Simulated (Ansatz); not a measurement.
# Tunnelling from Al(111) to Al(111): the current at the widest gap

Three vacuum gaps between Al(111) and Al(111) are known. What current density flows at 0.25 V across 6.5 Å?

How it was computed: Ansatz 0.2.0, plane waves with PAW datasets, PBEsol; a slab with two metal leads whose outer parts are reservoirs, with density and current solved under bias (Landauer, 300 K). The gap is counted from plane to plane of nuclei, and atoms stay on ideal sites.

The runs, with one result withheld:

```tsv
gap (Å)	drop between the leads' cuts at 0.25 V (V)	current density at 0.25 V (A/m²)
3.5	0.127	1.68×10¹⁴
4.5	0.217	4.76×10¹³
5.5	0.244	8.94×10¹²
6.5	0.248	?
```

Worked fit:

Tunnelling falls as exp(−βd). From 3.5 to 4.5 Å, β = ln(1.68×10¹⁴/4.76×10¹³)/1 = 1.26 Å⁻¹, and from 4.5 to 5.5 Å it is 1.67 Å⁻¹; the slope still steepens as the gap leaves contact, so the wider pair is taken. Then 8.94×10¹² × exp(−1.67 × 1). Predicted: 1.68×10¹² A/m².

**The withheld run.**

1.23×10¹² A/m², so the prediction is 36 % too high. The last step has β = 1.98 Å⁻¹, an apparent barrier ħ²β²/8m of 3.7 eV: the decay of this current is still steepening. The conductances at 0 V give β = 1.58 and 1.62 Å⁻¹ for the last two steps; at 6.5 Å that conductance times the bias is 1.6 times the current, an excess of like faces at zero bias that the bias removes, so it is the poorer guide to the barrier.

Caveats: On every other k-point the currents of these runs, at any bias, move by up to 3.3 %. A semilocal functional lacks the image potential's tail.

[Logs are printed without paths, hosts, clocks, repeated set-up lines and the standing remarks that a program may print on its own settings, such as how far it seeks lower states.]
